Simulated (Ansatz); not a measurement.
# A defect in a wire: Cu wire along [110], 4 atoms a period, divacancy of Cu and Cu, part 2 of 4

What does the defect do to the conductance?

Ansatz 0.2.0; DFT PBE, plane waves, PAW; relaxation of a wire's period (the session's first sound run).

So far. Step 2 (Relaxing the period): The cell's length comes to 2.468 Å with spin left out.

## 3. The wire at its relaxed period

This step: DFT PBE, plane waves, PAW; channels and complex bands of a perfect wire (Ansatz 0.2.0).

At the relaxed period the Bloch states of the perfect wire are found at each energy: those that move forward count the open channels, and those that decay describe how a disturbance dies away inside the wire itself. An energy step of 0.035 eV is under the 0.039 eV that the program asks for its thermal average at 300 K.

The input, input.yaml:

```yaml
crystal:
  lattice:
    - [10.43, 0.0, 0.0]
    - [0.0, 9.367, 0.0]
    - [0.0, 0.0, 2.4681812393]
  atoms:
    - { symbol: Cu, position: [0.341528049, 0.499989197, 0.0] }
    - { symbol: Cu, position: [0.658471951, 0.499989197, 0.0] }
    - { symbol: Cu, position: [0.5, 0.358579455, 0.5] }
    - { symbol: Cu, position: [0.5, 0.641398939, 0.5] }
kpoints:
  mp_grid: { grid: [1, 1, 33] }
scf:
  occupations: { method: fermi_dirac, width: 0.05 }
hamiltonian:
  xc: pbe
output:
  transmission:
    e_range: [-1.26, 1.26]
    de: 0.035
    kmesh: [1, 1]
    reduced_basis: true
    leads: [[0, 0]]
basis:
  ecutwfc: "350 eV"
```

Command:

```sh
> ansatz run input.yaml --threads 4 --pin off --max-ram 16384MiB --backend cpu --events-out ev --progress --plain --runs-dir out
```

Numbers of over 12 decimals in the logs are rounded to 6 here.

The log of the run:

```text
Warning: basis.ecutwfc = 350 eV is below the records' recommended 420 eV, and the density's cutoff is lower with it unless basis.ecutrho_ratio is high enough to keep the records' density cutoff: compare with a run at a higher cutoff
[...]
Crystal: 4 atoms, lattice volume = 241.136 Å³
Basis set: ecut = 350 eV, 3593 PW (Γ)
Bands: 46, of which v1, the nominal top of the filled ones, is band 38 counted from 1 (37 counted from 0)
Symmetry: 8 space group operations
[...]
k-points: 17 of 33
[...]
SCF iter   1: F=—  HF=-26496.867316 eV  |F-HF|=—  |Δ(HF+E_count)|=         —  Δρ=2.33e-3  dr2=2.48e-2  ethr=1.77e-3  ⟨swp⟩=7.2  Hψ=3239  notcnv=0  defer=9
[...]
SCF iter   8: F=-26496.870867 eV  HF=-26496.870867 eV  |F-HF|=1.07e-8  |Δ(HF+E_count)|=   1.23e-7  Δρ=3.60e-6  dr2=2.39e-8  ethr=1.32e-10  ⟨swp⟩=9.6  Hψ=2569  notcnv=0
SCF 1 converged in 8 iterations: F = -26496.870867 eV  dr2 = 2.39e-8
[...]
transmission: 3 of 18 steps passed
transmission: 6 of 18 steps passed
[...]
transmission: 18 of 18 steps passed
SCF converged after 8 iterations
Free energy (F): -26496.870867 eV
[...]
Internal energy: -26496.861705 eV  (E = F + TS)
E sigma→0 (E₀):  -26496.866286 eV
Entropy (-TS):   -0.009162 eV (-2.290 meV/atom)
Fermi energy:    -0.158843 eV
[...]
--- Band table (eV; the first three rows and the last of 17) ---
  k-point 0: bands = [... 34 lower, -1.5033, -1.4015, -1.4006, -1.3489, -1.3436, 0.3477, 0.8209, 1.0294, ... 4 higher]
  k-point 1: bands = [... 34 lower, -1.5121, -1.4213, -1.4087, -1.3751, -1.3176, 0.3776, 0.8710, 1.0617, ... 4 higher]
  k-point 2: bands = [... 34 lower, -1.5362, -1.4736, -1.4430, -1.4319, -1.2455, 0.4636, 1.0140, 1.1578, ... 4 higher]
  k-point 16: bands = [... 34 lower, -1.4136, -1.3700, 0.6003, 1.2972, 2.1349, 2.8581, 5.0765, 5.4209, ... 4 higher]
--- Transmission ---
  basis      : 715 plane waves across, 3 finite elements along
  points     : 1, standing for a mesh of 1 x 1
  filling    : by the input's occupations and mesh, since the crystals that have channels conduct as metals do. If one of these is a semiconductor, that mesh has misplaced its level
  energies   : 73 from -1.260000 to 1.260000 eV about the Fermi level, 0.035000 eV apart; the leads are filled to 0.000000 eV, and channels, transmission and decay are at 0.000000 eV
  crystal 0  : Cu4, at the sites [0, 0], period 2.4682 Å: whole cells are its period
    offset         : up to 0.0000 Å between an atom of the period and one for which it stands
    filled         : 12.9 meV over the level at which it is neutral
    channels       : 3.000000e0 a spin
    conductance    : 2.3792e14 S/m² at 300 K; may be off by some 0.0 % by where its bands' edges are placed, 0.0 % from the distance to neutral
```

The job ended after 65 s (4 threads of Arm Neoverse V1, shared host; peak memory 1.2 GiB; 3.9 min of CPU time).

The column dr2 measures how far the density is from self-consistency, as an energy; F and HF (Harris–Foulkes) agree once it is small.

Numbers from this step:

* energy at zero smearing: -26496.8663 eV
* channels at the energy nearest the Fermi level, one spin: 3
* conductance of the lead as this run defines it: 3.000 G₀
* band gap: 0 eV

The open channels of the lead, one spin by energy, zero at the Fermi level:

```csv
energy (eV),"open channels of the lead, one spin"
-1.26,7
-1.19,2
-1.12,3
-1.05,3
-0.98,3
-0.91,3
-0.84,3
-0.77,3
-0.70,3
-0.63,3
-0.59,3
-0.53,3
-0.46,3
-0.39,3
-0.32,3
-0.24,3
-0.17,3
-0.10,3
-0.04,3
0.00,3
0.04,3
0.10,3
0.17,3
0.24,3
0.32,3
0.39,3
0.46,3
0.53,4
0.59,4
0.63,4
0.70,4
0.77,4
0.84,4
0.91,4
0.98,5
1.05,4
1.12,4
1.19,5
1.26,6
```

The slowest values at each energy, most degenerate partners merged, listed up to 1.5 1/Å. Im kz of the slowest decaying states against energy, zero at the Fermi level:

```csv
energy (eV),decay 1 (Å⁻¹),decay 2 (Å⁻¹),decay 3 (Å⁻¹),decay 4 (Å⁻¹)
-1.26,0.122,0.252,0.457,0.464
-1.16,0.0898,0.149,0.155,0.212
-1.05,0.165,0.215,0.250,0.297
-0.94,0.206,0.251,0.319,0.360
-0.84,0.234,0.275,0.374,0.405
-0.77,0.247,0.287,0.407,0.425
-0.67,0.263,0.299,0.450,0.451
-0.56,0.274,0.305,0.470,0.492
-0.46,0.280,0.308,0.486,0.530
-0.35,0.284,0.306,0.499,0.539
-0.24,0.285,0.301,0.510,0.519
-0.14,0.283,0.291,0.499,0.519
-0.04,0.277,0.279,0.478,0.526
0.00,0.271,0.277,0.470,0.528
0.04,0.265,0.275,0.463,0.530
0.14,0.242,0.267,0.440,0.534
0.24,0.211,0.256,0.415,0.538
0.35,0.168,0.243,0.390,0.540
0.46,0.0984,0.227,0.364,0.540
0.56,0.207,0.336,0.540,0.691
0.67,0.183,0.307,0.539,0.694
0.77,0.152,0.274,0.537,0.697
0.84,0.125,0.250,0.535,0.698
0.94,0.0630,0.210,0.531,0.699
1.05,0.00887,0.158,0.527,0.699
1.16,0.00859,0.0772,0.521,0.699
1.26,0.515,0.698,0.862,0.951
```

By hand: the program gives 2.3792 × 10^14 S/m² over the cell's cross-section of 97.70 Å² = 9.770 × 10^-19 m², so one cell conducts 2.324 × 10^-4 S. Divided by G0 = 2e²/h = 7.748 × 10^-5 S this is 3.00 G0, a resistance of 4.30 kΩ.

At the computed energy nearest the Fermi level there are 3 channels a spin, and the thermal average gives 3.00 G₀.

## 4. Relaxation of the scattering region

This step: DFT PBE, plane waves, PAW; relaxation of a junction in a wire, ends held (Ansatz 0.2.0).

System of this step: Cu wire along [110], 4 atoms a period, divacancy of Cu and Cu. The cell holds 34 atoms: 34 Cu. Cell: a = 10.430 Å, b = 9.367 Å, c = 22.214 Å, α = 90.0°, β = 90.0°, γ = 90.0°. Regions: held atoms, 24 atoms (24 Cu); free atoms, 10 atoms (10 Cu). Vacuum lies along a and b. The structure's axis is c.

10 atoms at the defect are free to relax, while 24 stay where the perfect wire has them, so that the ends still repeat as a lead. The cutoff is set under the files' recommended one to save time.

The input, input.yaml:

```yaml
crystal:
  lattice:
    - [10.43, 0.0, 0.0]
    - [0.0, 9.367, 0.0]
    - [0.0, 0.0, 22.2136311535]
  atoms:
    - { symbol: Cu, position: [0.341528049, 0.499989197, 0.0] }
    - { symbol: Cu, position: [0.658471951, 0.499989197, 0.0] }
    - { symbol: Cu, position: [0.5, 0.358579455, 0.055555556] }
    - { symbol: Cu, position: [0.5, 0.641398939, 0.055555556] }
    - { symbol: Cu, position: [0.341528049, 0.499989197, 0.111111111] }
    - { symbol: Cu, position: [0.658471951, 0.499989197, 0.111111111] }
    - { symbol: Cu, position: [0.5, 0.358579455, 0.166666667] }
    - { symbol: Cu, position: [0.5, 0.641398939, 0.166666667] }
    - { symbol: Cu, position: [0.341528049, 0.499989197, 0.222222222] }
    - { symbol: Cu, position: [0.658471951, 0.499989197, 0.222222222] }
    - { symbol: Cu, position: [0.5, 0.358579455, 0.277777778] }
    - { symbol: Cu, position: [0.5, 0.641398939, 0.277777778] }
    - { symbol: Cu, position: [0.341528049, 0.499989197, 0.333333333] }
    - { symbol: Cu, position: [0.658471951, 0.499989197, 0.333333333] }
    - { symbol: Cu, position: [0.5, 0.641398939, 0.388888889] }
    - { symbol: Cu, position: [0.658471951, 0.499989197, 0.444444444] }
    - { symbol: Cu, position: [0.5, 0.358579455, 0.5] }
    - { symbol: Cu, position: [0.5, 0.641398939, 0.5] }
    - { symbol: Cu, position: [0.341528049, 0.499989197, 0.555555556] }
    - { symbol: Cu, position: [0.658471951, 0.499989197, 0.555555556] }
    - { symbol: Cu, position: [0.5, 0.358579455, 0.611111111] }
    - { symbol: Cu, position: [0.5, 0.641398939, 0.611111111] }
    - { symbol: Cu, position: [0.341528049, 0.499989197, 0.666666667] }
    - { symbol: Cu, position: [0.658471951, 0.499989197, 0.666666667] }
    - { symbol: Cu, position: [0.5, 0.358579455, 0.722222222] }
    - { symbol: Cu, position: [0.5, 0.641398939, 0.722222222] }
    - { symbol: Cu, position: [0.341528049, 0.499989197, 0.777777778] }
    - { symbol: Cu, position: [0.658471951, 0.499989197, 0.777777778] }
    - { symbol: Cu, position: [0.5, 0.358579455, 0.833333333] }
    - { symbol: Cu, position: [0.5, 0.641398939, 0.833333333] }
    - { symbol: Cu, position: [0.341528049, 0.499989197, 0.888888889] }
    - { symbol: Cu, position: [0.658471951, 0.499989197, 0.888888889] }
    - { symbol: Cu, position: [0.5, 0.358579455, 0.944444444] }
    - { symbol: Cu, position: [0.5, 0.641398939, 0.944444444] }
kpoints:
  mp_grid: { grid: [1, 1, 2] }
scf:
  occupations: { method: fermi_dirac, width: 0.1 }
hamiltonian:
  xc: pbe
relax:
  constraints:
    - { sites: [0, 1, 2, 3, 4, 5, 6, 7, 8, 9, 10, 11, 22, 23, 24, 25, 26, 27, 28, 29, 30, 31, 32, 33] }
  f_tol: 0.06
  max_steps: 35
basis:
  ecutwfc: "350 eV"
```

The log of the run:

```text
[...]
Crystal: 34 atoms, lattice volume = 2170.223 Å³
Basis set: ecut = 350 eV, 32301 PW (Γ), exchange–correlation on 128×120×288 points (8 copies of the dense FFT grid, shifted against one another)
Bands: 388, of which v1, the nominal top of the filled ones, is band 323 counted from 1 (322 counted from 0)
Symmetry: 1 space group operations
[...]
k-points: 2
[...]
SCF iter   1: F=—  HF=-225221.487938 eV  |F-HF|=—  |Δ(HF+E_count)|=         —  Δρ=2.25e-3  dr2=5.38e-1  ethr=1.77e-3  ⟨swp⟩=7.0  Hψ=3472  notcnv=0  defer=42
[...]
SCF iter   7: F=-225221.463381 eV  HF=-225221.463391 eV  |F-HF|=1.02e-5  |Δ(HF+E_count)|=   7.16e-5  Δρ=3.02e-5  dr2=1.89e-5  ethr=1.39e-8  ⟨swp⟩=3.0  Hψ=3062  notcnv=0
SCF 1 converged in 7 iterations: F = -225221.463381 eV  dr2 = 1.89e-5
[...]
relax step   1: F+E_penalty+E_count = -225221.46338051 eV  Δ(F+E_penalty+E_count) = +0.000e0 eV  max|allowed force component| = 3.580e-1 eV/Å  Δτ_max = 0.0000 Å  (7 SCF iters, dr2 threshold 9.00e-5 eV, accepted)
[...]
SCF iter   6: F=-225221.496026 eV  HF=-225221.496028 eV  |F-HF|=1.58e-6  |Δ(HF+E_count)|=   1.06e-6  Δρ=1.38e-5  dr2=3.90e-6  ethr=1.24e-9  ⟨swp⟩=3.0  Hψ=2491  notcnv=0
SCF 2 converged in 6 iterations: F = -225221.496026 eV  dr2 = 3.90e-6
relax step   2: F+E_penalty+E_count = -225221.49602626 eV  Δ(F+E_penalty+E_count) = -3.265e-2 eV  max|allowed force component| = 2.514e-1 eV/Å  Δτ_max = 0.0328 Å  (6 SCF iters, dr2 threshold 8.01e-6 eV, accepted)
SCF iter   1: F=—  HF=-225221.595824 eV  |F-HF|=—  |Δ(HF+E_count)|=         —  Δρ=4.41e-3  dr2=3.12e-1  ethr=2.75e-4  ⟨swp⟩=5.0  Hψ=2255  notcnv=0  defer=67
[...]
SCF iter   9: F=-225221.524490 eV  HF=-225221.524490 eV  |F-HF|=2.02e-7  |Δ(HF+E_count)|=   4.51e-7  Δρ=4.59e-6  dr2=8.30e-7  ethr=6.11e-10  ⟨swp⟩=4.0  Hψ=2314  notcnv=0
SCF 3 converged in 9 iterations: F = -225221.524490 eV  dr2 = 8.30e-7
relax step   3: F+E_penalty+E_count = -225221.52448987 eV  Δ(F+E_penalty+E_count) = -2.846e-2 eV  max|allowed force component| = 1.341e-1 eV/Å  Δτ_max = 0.1835 Å  (9 SCF iters, dr2 threshold 3.95e-6 eV, accepted)
[...]
relax step   4: F+E_penalty+E_count = -225221.55429005 eV  Δ(F+E_penalty+E_count) = -2.980e-2 eV  max|allowed force component| = 1.064e-1 eV/Å  Δτ_max = 0.2000 Å  (10 SCF iters, dr2 threshold 5.11e-6 eV, accepted)
[...]
relax step   5: F+E_penalty+E_count = -225221.59075417 eV  Δ(F+E_penalty+E_count) = -3.646e-2 eV  max|allowed force component| = 2.039e-1 eV/Å  Δτ_max = 0.1951 Å  (11 SCF iters, accepted)
[...]
relax step   6: F+E_penalty+E_count = -225221.56594365 eV  Δ(F+E_penalty+E_count) = +2.481e-2 eV  max|allowed force component| = 4.053e-1 eV/Å  Δτ_max = 0.1945 Å  (8 SCF iters, dr2 threshold 2.62e-5 eV, rejected (line search))
SCF iter   1: F=—  HF=-225221.643810 eV  |F-HF|=—  |Δ(HF+E_count)|=         —  Δρ=2.98e-3  dr2=1.32e-1  ethr=2.42e-4  ⟨swp⟩=4.0  Hψ=2117  notcnv=0  defer=66
[...]
SCF iter  10: F=-225221.605348 eV  HF=-225221.605348 eV  |F-HF|=1.13e-8  |Δ(HF+E_count)|=   2.97e-7  Δρ=2.03e-6  dr2=8.16e-8  ethr=1.55e-11  ⟨swp⟩=3.0  Hψ=2879  notcnv=0
SCF 7 converged in 10 iterations: F = -225221.605348 eV  dr2 = 8.16e-8
relax step   7: F+E_penalty+E_count = -225221.60534819 eV  Δ(F+E_penalty+E_count) = -1.459e-2 eV  max|allowed force component| = 2.722e-2 eV/Å  Δτ_max = 0.0938 Å  (10 SCF iters, accepted)
SCF converged after 10 iterations
Free energy (F): -225221.605348 eV
[...]
Internal energy: -225221.228720 eV  (E = F + TS)
E sigma→0 (E₀):  -225221.417034 eV
Entropy (-TS):   -0.376628 eV (-11.077 meV/atom)
Fermi energy:    -0.405030 eV
[...]
--- Forces (eV/Å), atoms counted from 1 ---
  atom   1  Cu    -0.02353586     0.01440387    -0.00119992
  atom   2  Cu     0.03242517     0.00658523    -0.00837065
  atom   3  Cu     0.00652104    -0.02213229    -0.00390407
  atom   4  Cu    -0.00164547     0.02052798    -0.04168226
  atom   5  Cu    -0.05549865     0.00107768     0.01975645
  atom   6  Cu     0.04200040    -0.01039862    -0.02057530
  atom   7  Cu     0.01312811    -0.03839358     0.08291535
  atom   8  Cu     0.00873565     0.05789794     0.07581105
  atom   9  Cu    -0.01203018    -0.00031798    -0.09027763
  atom  10  Cu     0.01013899    -0.01651396     0.21485676
  atom  11  Cu     0.03250467     0.12881882     0.00455017
  atom  12  Cu    -0.15334939    -0.25231722     0.38560817
  atom  13  Cu     0.01320862     0.00340847    -0.01712504
  atom  14  Cu    -0.00834302    -0.00347656     0.00023601
  atom  15  Cu    -0.02721575    -0.01291096    -0.00892784
  atom  16  Cu     0.02261973    -0.00365482     0.01077623
  atom  17  Cu     0.01073249     0.02116800     0.00242166
  atom  18  Cu    -0.00470116    -0.00358587     0.00366252
  atom  19  Cu    -0.00237876     0.00734904    -0.00877729
  atom  20  Cu     0.01470851     0.00038324    -0.00529491
  atom  21  Cu     0.00070071    -0.01877630    -0.00077707
  atom  22  Cu    -0.00893851     0.00763884     0.00426262
  atom  23  Cu     0.10620149     0.11414248    -0.24778686
  atom  24  Cu    -0.01672053    -0.02395878    -0.13194234
  atom  25  Cu     0.00041499     0.02499292    -0.25002969
  atom  26  Cu    -0.00442829     0.00108367     0.09503259
  atom  27  Cu    -0.03540005    -0.01148964    -0.04321212
  atom  28  Cu     0.01954204    -0.01588939    -0.00445898
  atom  29  Cu     0.00696678    -0.02655183    -0.06246861
  atom  30  Cu     0.00060739     0.03501691    -0.02338394
  atom  31  Cu    -0.04259504     0.00966476     0.00122275
  atom  32  Cu     0.04789842     0.00041528     0.01760398
  atom  33  Cu     0.00785644    -0.01706731     0.02048518
  atom  34  Cu    -0.00009562     0.02303916     0.03102500
  max |Σ_I F_I| component: 1.79e-4 eV/Å
--- Relaxed structure (7 steps of the walk, 6 accepted, 0 SCFs on fresh bases) ---
  F+E_penalty+E_count = -225221.60534819 eV   max|allowed force component| = 2.722e-2 eV/Å
  atoms:
    - { symbol: Cu, position: [0.341528049, 0.499989, 0.0] }
    - { symbol: Cu, position: [0.658471951, 0.499989, 0.0] }
    - { symbol: Cu, position: [0.5, 0.358579, 0.055556] }
    - { symbol: Cu, position: [0.5, 0.641399, 0.055556] }
    - { symbol: Cu, position: [0.341528049, 0.499989, 0.111111111] }
    - { symbol: Cu, position: [0.658471951, 0.499989, 0.111111111] }
    - { symbol: Cu, position: [0.5, 0.358579, 0.166666667] }
    - { symbol: Cu, position: [0.5, 0.641399, 0.166666667] }
    - { symbol: Cu, position: [0.341528049, 0.499989, 0.222222222] }
    - { symbol: Cu, position: [0.658471951, 0.499989, 0.222222222] }
    - { symbol: Cu, position: [0.5, 0.358579, 0.277777778] }
    - { symbol: Cu, position: [0.5, 0.641399, 0.277777778] }
    - { symbol: Cu, position: [0.336500, 0.492146, 0.330490] }
    - { symbol: Cu, position: [0.653404, 0.500754, 0.335635] }
    - { symbol: Cu, position: [0.483251, 0.593857, 0.398327] }
    - { symbol: Cu, position: [0.683747, 0.541266, 0.444812] }
    - { symbol: Cu, position: [0.498522, 0.418334, 0.487825] }
    - { symbol: Cu, position: [0.515292, 0.675331, 0.502089] }
    - { symbol: Cu, position: [0.345482, 0.533415, 0.553453] }
    - { symbol: Cu, position: [0.665375, 0.517661, 0.554910] }
    - { symbol: Cu, position: [0.498540, 0.375982, 0.603059] }
    - { symbol: Cu, position: [0.505404, 0.653298, 0.612372] }
    - { symbol: Cu, position: [0.341528049, 0.499989, 0.666666667] }
    - { symbol: Cu, position: [0.658471951, 0.499989, 0.666666667] }
    - { symbol: Cu, position: [0.5, 0.358579, 0.722222222] }
    - { symbol: Cu, position: [0.5, 0.641399, 0.722222222] }
    - { symbol: Cu, position: [0.341528049, 0.499989, 0.777778] }
    - { symbol: Cu, position: [0.658471951, 0.499989, 0.777778] }
    - { symbol: Cu, position: [0.5, 0.358579, 0.833333333] }
    - { symbol: Cu, position: [0.5, 0.641399, 0.833333333] }
    - { symbol: Cu, position: [0.341528049, 0.499989, 0.888888889] }
    - { symbol: Cu, position: [0.658471951, 0.499989, 0.888888889] }
    - { symbol: Cu, position: [0.5, 0.358579, 0.944444444] }
    - { symbol: Cu, position: [0.5, 0.641399, 0.944444444] }
```

It took 3.6 min on 4 threads; peak memory 4.9 GiB.

The steps of the relaxation:

```csv
step,energy less that of the first step (eV),largest force component (eV/Å)
1,0.0000,0.3580
2,-0.0326,0.2514
3,-0.0611,0.1341
4,-0.0909,0.1064
5,-0.1274,0.2039
6,-0.1026,0.4053
7,-0.1420,0.0272
```

Relaxation step 6 was tried and not accepted.

The atoms that moved most (Å):

```
atom      dx      dy      dz  length
Cu17  -0.015   0.560  -0.270   0.622
Cu15  -0.175  -0.445   0.210   0.522
Cu16   0.264   0.387   0.008   0.468
Cu18   0.159   0.318   0.046   0.359
Cu19   0.041   0.313  -0.047   0.319
Cu21  -0.015   0.163  -0.179   0.242
Cu20   0.072   0.166  -0.014   0.181
Cu22   0.056   0.111   0.028   0.128
```

The relaxed structure:

```xyz
34
Lattice="10.4300 0.0000 0.0000 0.0000 9.3670 0.0000 0.0000 0.0000 22.2136" Properties=species:S:1:pos:R:3
Cu    3.5621    4.6834    0.0000
Cu    6.8679    4.6834    0.0000
Cu    5.2150    3.3588    1.2341
Cu    5.2150    6.0080    1.2341
Cu    3.5621    4.6834    2.4682
Cu    6.8679    4.6834    2.4682
Cu    5.2150    3.3588    3.7023
Cu    5.2150    6.0080    3.7023
Cu    3.5621    4.6834    4.9364
Cu    6.8679    4.6834    4.9364
Cu    5.2150    3.3588    6.1705
Cu    5.2150    6.0080    6.1705
Cu    3.5097    4.6099    7.3414
Cu    6.8150    4.6906    7.4557
Cu    5.0403    5.5627    8.8483
Cu    7.1315    5.0700    9.8809
Cu    5.1996    3.9185   10.8364
Cu    5.3745    6.3258   11.1532
Cu    3.6034    4.9965   12.2942
Cu    6.9399    4.8489   12.3266
Cu    5.1998    3.5218   13.3961
Cu    5.2714    6.1194   13.6030
Cu    3.5621    4.6834   14.8091
Cu    6.8679    4.6834   14.8091
Cu    5.2150    3.3588   16.0432
Cu    5.2150    6.0080   16.0432
Cu    3.5621    4.6834   17.2773
Cu    6.8679    4.6834   17.2773
Cu    5.2150    3.3588   18.5114
Cu    5.2150    6.0080   18.5114
Cu    3.5621    4.6834   19.7454
Cu    6.8679    4.6834   19.7454
Cu    5.2150    3.3588   20.9795
Cu    5.2150    6.0080   20.9795
```

Numbers from this step:

- energy at zero smearing: -225221.4170 eV

The largest force component on a free atom ends at 0.027 eV/Å, under the limit of 0.06.  3 atoms of the wire itself, hydrogen apart, moved by over 0.45 Å, up to 0.62 Å.

(Continued in part 3 of 4.)

[Logs are printed without paths, hosts, clocks, repeated set-up lines and the standing remarks that a program may print on its own settings, such as how far it seeks lower states.]

[Hosts, paths, dates, database ids (printed as entryN), source tags and the programs' standing remarks are cut or masked in the printed files.]
